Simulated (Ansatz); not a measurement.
## TlNiF3 (Pm-3m): how robust is the cRPA U?

What does U in TlNiF3 (Pm-3m) depend on besides the window?

Calculated with Ansatz 0.2.0; constrained RPA on LDA, plane waves, PAW.

This is a report of a sequence of runs, with most program output left out.

In doubt: RPA on norm-conserving files with a d shell is listed as unsure (step 8), so the values of those runs are not to be relied on.

## 1. Set-up

Symmetry: Pm-3m, No. 221, cubic system. Conventional cell: a = 4.087 Å, b = 4.087 Å, c = 4.087 Å, α = 90.00°, β = 90.00°, γ = 90.00°. Nearest to Tl lie 12 F at 2.89 Å. Nearest to Ni lie 6 F at 2.04 Å. Nearest to F lie 2 Ni at 2.04 Å. Farther neighbours and most contacts between anions are not listed.

The cell and positions are those that the Materials Project relaxed with its own functionals (PBE, PBE+U or r2SCAN), kept fixed. Spin-orbit coupling is left out unless a step names it. The default PAW set here is soft_2. Its files were made with PBE.

## 2. Base: Ni d, bands v4 to c1, 4×4×4 mesh, medium accuracy

Constrained RPA screens the interaction with every transition except those inside the target bands, which a later many-body model would treat itself.

input.yaml reads:

```yaml
crystal:
  lattice:
    - [-4.08735752, 0.0, 0.0]
    - [0.0, 0.0, -4.08735752]
    - [0.0, -4.08735752, 0.0]
  atoms:
    - { symbol: Tl, position: [0.5, 0.5, 0.5] }
    - { symbol: Ni, position: [0.0, 0.0, 0.0] }
    - { symbol: F, position: [0.5, 0.0, 0.0] }
    - { symbol: F, position: [0.0, 0.5, 0.0] }
    - { symbol: F, position: [0.0, 0.0, 0.5] }
kpoints:
  mp_grid: { grid: [8, 8, 8] }
hamiltonian:
  xc: lda
scf:
  occupations: { method: gaussian, width: 0.08 }
  n_extra_bands: 19
  max_iter: 150
output:
  crpa:
    kmesh: [4, 4, 4]
    target_bands: [v4, c1]
    projections: [{ species: Ni, l: d, shell: 3 }]
  local_orbitals:
    kmesh: [8, 8, 8]
    orbitals: [{ species: Ni, l: d, shell: 3 }]
    window: { bands: [v4, c1] }
    seedname: lo
```

Run with:

```sh
ansatz run input.yaml --threads 4 --pin off --max-ram 9216MiB --backend cpu --events-out ev --progress --plain --runs-dir out
```

Elapsed: 1.7 min, on 4 threads of Arm Neoverse V2, shared host; peak memory 0.63 GiB; 6.6 min of CPU time.

Numbers from this step:

- U: 6.814 eV
- U prime (inter-orbital): 5.563 eV
- J: 0.6208 eV
- bare V: 22.69 eV
- bare J: 0.7587 eV
- stated bound on U: 0.008921 eV
- U over bare V: 0.3003
- electrons in the window: 8.000
- head of the constrained inverse dielectric matrix: 0.2811
- least eigenvalue of the projection's overlap: 0.6901
- target functions: 5
- bands in the sums: 54
- r.m.s. miss of the model bands: 2.41e-4 eV
- width of the target bands: 2.076 eV
- weight of the projected orbitals in the window: 0.8687

On the Ni d shell, screening brings the on-site interaction from 22.7 eV down to U = 6.81 eV.

## 3. Changed: 6×6×6 mesh

Changes to input.yaml since step 2:

```diff
@@ -21,9 +21,4 @@
   crpa:
-    kmesh: [4, 4, 4]
+    kmesh: [6, 6, 6]
     target_bands: [v4, c1]
     projections: [{ species: Ni, l: d, shell: 3 }]
-  local_orbitals:
-    kmesh: [8, 8, 8]
-    orbitals: [{ species: Ni, l: d, shell: 3 }]
-    window: { bands: [v4, c1] }
-    seedname: lo
```

The job ended after 12 min (4 threads; peak memory 0.87 GiB).

Numbers from this step:

```yaml
u: 6.852 eV
u_prime_inter_orbital: 5.602 eV
j: 0.6206 eV
bare_v: 22.66 eV
bare_j: 0.7580 eV
stated_bound_on_u: 0.008138 eV
u_over_bare_v: 0.3024
electrons_in_the_window: 8.000
head_of_the_constrained_inverse_dielectric_matrix: 0.2833
least_eigenvalue_of_the_projection_s_overlap: 0.6901
target_functions: 5
bands_in_the_sums: 54
width_of_the_target_bands: 2.076 eV
weight_of_the_projected_orbitals_in_the_window: 0.8687
```

On the Ni d shell, screening brings the on-site interaction from 22.7 eV down to U = 6.85 eV.

## 4. Changed: 2×2×2 mesh

Changes to input.yaml since step 3:

```diff
@@ -21,3 +21,3 @@
   crpa:
-    kmesh: [6, 6, 6]
+    kmesh: [2, 2, 2]
     target_bands: [v4, c1]
```

It took 11 s on 4 threads; peak memory 0.54 GiB; 39 s of CPU time.

This step gave:

| Quantity | Value |
| --- | --- |
| U | 6.890 eV |
| U prime (inter-orbital) | 5.608 eV |
| J | 0.6356 eV |
| bare V | 23.20 eV |
| bare J | 0.7760 eV |
| stated bound on U | 0.01960 eV |
| U over bare V | 0.2969 |
| electrons in the window | 8.000 |
| head of the constrained inverse dielectric matrix | 0.2157 |
| least eigenvalue of the projection's overlap | 0.6901 |
| target functions | 5 |
| bands in the sums | 54 |
| width of the target bands | 2.076 eV |
| weight of the projected orbitals in the window | 0.8687 |

On the Ni d shell, screening brings the on-site interaction from 23.2 eV down to U = 6.89 eV.

## 5. Changed: sums over states on smooth products

Changes to input.yaml since step 4:

```diff
@@ -21,4 +21,8 @@
   crpa:
-    kmesh: [2, 2, 2]
+    kmesh: [4, 4, 4]
     target_bands: [v4, c1]
     projections: [{ species: Ni, l: d, shell: 3 }]
+    accuracy: sum_over_states
+    pair_densities: pseudo
+    n_empty_bands: 52
+    ecut_chi: 136
```

The job ended after 7.3 s (4 threads; peak memory 0.5 GiB; 27 s of CPU time).

This variant gives U = 7.53 eV against 6.81 eV. It is a finite sum over empty states with no bound on its error and stays out of the table below.

## 6. Changed: accuracy high

Changes to input.yaml since step 5:

```diff
@@ -24,5 +24,2 @@
     projections: [{ species: Ni, l: d, shell: 3 }]
-    accuracy: sum_over_states
-    pair_densities: pseudo
-    n_empty_bands: 52
-    ecut_chi: 136
+    accuracy: high
```

The job ended after 2.5 min (4 threads; peak memory 0.74 GiB).

Numbers from this step:

```yaml
u: 6.815 eV
u_prime_inter_orbital: 5.564 eV
j: 0.6209 eV
bare_v: 22.69 eV
bare_j: 0.7587 eV
stated_bound_on_u: 0.001173 eV
u_over_bare_v: 0.3004
electrons_in_the_window: 8.000
head_of_the_constrained_inverse_dielectric_matrix: 0.2811
least_eigenvalue_of_the_projection_s_overlap: 0.6901
target_functions: 5
bands_in_the_sums: 54
width_of_the_target_bands: 2.076 eV
weight_of_the_projected_orbitals_in_the_window: 0.8687
```

On the Ni d shell, screening brings the on-site interaction from 22.7 eV down to U = 6.82 eV.

## 7. Changed: one k-point

Changes to input.yaml since step 6:

```diff
@@ -21,5 +21,4 @@
   crpa:
-    kmesh: [4, 4, 4]
+    kmesh: [1, 1, 1]
     target_bands: [v4, c1]
     projections: [{ species: Ni, l: d, shell: 3 }]
-    accuracy: high
```

Wall time 3.5 s (4 threads); peak memory 0.51 GiB; 12 s of CPU time.

The run ended normally, though the input holds a fault or crude settings.

The fault put into this input: one k-point. It printed U = 9.19 eV, which is no property of the model meant.

## 8. Changed: potentials

This step: constrained RPA on LDA, plane waves, norm-conserving pseudopotentials.

Changes to input.yaml since step 7:

```diff
@@ -15,2 +15,3 @@
   xc: lda
+  pseudopotentials: { kind: nc }
 scf:
@@ -21,3 +22,3 @@
   crpa:
-    kmesh: [1, 1, 1]
+    kmesh: [4, 4, 4]
     target_bands: [v4, c1]
```

Elapsed: 9.1 min, on 4 threads; peak memory 1.5 GiB; 35 min of CPU time.

This step gave:

- U: 6.802 eV
- U prime (inter-orbital): 5.551 eV
- J: 0.6198 eV
- bare V: 22.73 eV
- bare J: 0.7584 eV
- stated bound on U: 0.01032 eV
- U over bare V: 0.2993
- electrons in the window: 8
- head of the constrained inverse dielectric matrix: 0.2804
- least eigenvalue of the projection's overlap: 0.7080
- target functions: 5
- bands in the sums: 54
- width of the target bands: 1.986 eV
- weight of the projected orbitals in the window: 0.8753

On the Ni d shell, screening brings the on-site interaction from 22.7 eV down to U = 6.80 eV.

## 9. Changed: volume +3 %

This step: constrained RPA on LDA, plane waves, PAW.

The cell differs from the one that the last finished run ended in (a 4.087 → 4.128 Å, b 4.087 → 4.128 Å, c 4.087 → 4.128 Å).

Changes to input.yaml since step 8:

```diff
@@ -2,5 +2,5 @@
   lattice:
-    - [-4.08735752, 0.0, 0.0]
-    - [0.0, 0.0, -4.08735752]
-    - [0.0, -4.08735752, 0.0]
+    - [-4.1278290384, 0.0, 0.0]
+    - [0.0, 0.0, -4.1278290384]
+    - [0.0, -4.1278290384, 0.0]
   atoms:
@@ -15,3 +15,2 @@
   xc: lda
-  pseudopotentials: { kind: nc }
 scf:
@@ -25 +24,6 @@
     projections: [{ species: Ni, l: d, shell: 3 }]
+  local_orbitals:
+    kmesh: [8, 8, 8]
+    orbitals: [{ species: Ni, l: d, shell: 3 }]
+    window: { bands: [v4, c1] }
+    seedname: lo
```

Elapsed: 2 min, on 4 threads; peak memory 0.64 GiB; 7.8 min of CPU time.

This step gave:

```
U                                                 : 6.806 eV
U prime (inter-orbital)                           : 5.553 eV
J                                                 : 0.6224 eV
bare V                                            : 22.72 eV
bare J                                            : 0.7604 eV
stated bound on U                                 : 0.007853 eV
U over bare V                                     : 0.2995
electrons in the window                           : 8.000
head of the constrained inverse dielectric matrix : 0.2857
least eigenvalue of the projection's overlap      : 0.6915
target functions                                  : 5
bands in the sums                                 : 54
r.m.s. miss of the model bands                    : 2.05e-4 eV
width of the target bands                         : 1.967 eV
weight of the projected orbitals in the window    : 0.8706
```

On the Ni d shell, screening brings the on-site interaction from 22.7 eV down to U = 6.81 eV.

## 10. Side by side

Times are wall times on 4 threads of Arm Neoverse V2, shared host, good to a factor of about two.

```tsv
run	bare V (eV)	U (eV)	J (eV)	bound on U (eV)	width (eV)	time
target window	22.69	6.814	0.621	0.0089	2.08	1.7 min
6×6×6 mesh	22.66	6.852	0.621	0.0081	2.08	12 min
2×2×2 mesh	23.20	6.890	0.636	0.0196	2.08	11 s
accuracy high	22.69	6.815	0.621	0.0012	2.08	2.5 min
potentials	22.73	6.802	0.620	0.0103	1.99	9.1 min
volume +3 %	22.72	6.806	0.622	0.0079	1.97	2 min
```

## 11. Summary of results

```
target window : U 6.81 eV, J 0.62 eV
6×6×6 mesh    : U 6.85 eV, J 0.62 eV
2×2×2 mesh    : U 6.89 eV, J 0.64 eV
accuracy high : U 6.82 eV, J 0.62 eV
potentials    : U 6.80 eV, J 0.62 eV
volume +3 %   : U 6.81 eV, J 0.62 eV
```

**Reading.** 6×6×6 mesh moves U by +0.04 eV at 6.9 times the time. 2×2×2 mesh moves U by +0.08 eV at 0.11 times the time. Accuracy high moves U by +0.001 eV (within the solver's bounds, for the mean over orbitals). Potentials moves U by −0.01 eV (within the solver's bounds, for the mean over orbitals) at 5.3 times the time. Volume +3 % moves U by −0.01 eV (within the solver's bounds, for the mean over orbitals). The printed bound covers the solver alone, not the mesh. The parent state is non-magnetic and the interaction static (zero frequency); U depends on the window and the orbitals, so it belongs to this model alone. Spin-orbit coupling, which is strong for atoms this heavy, is left out.

[Paths, hosts, dates, memory and timing lines, banners, echoed tables and standing remarks are left out of the program output.]

[Logs are printed without paths, hosts, clocks, repeated set-up lines and the standing remarks that a program may print on its own settings, such as how far it seeks lower states.]

[Runs of the session that timed out or met a known fault of the program may be left out.]

[Hosts, paths, dates, database ids (printed as entryN), source tags and the programs' standing remarks are cut or masked in the printed files.]
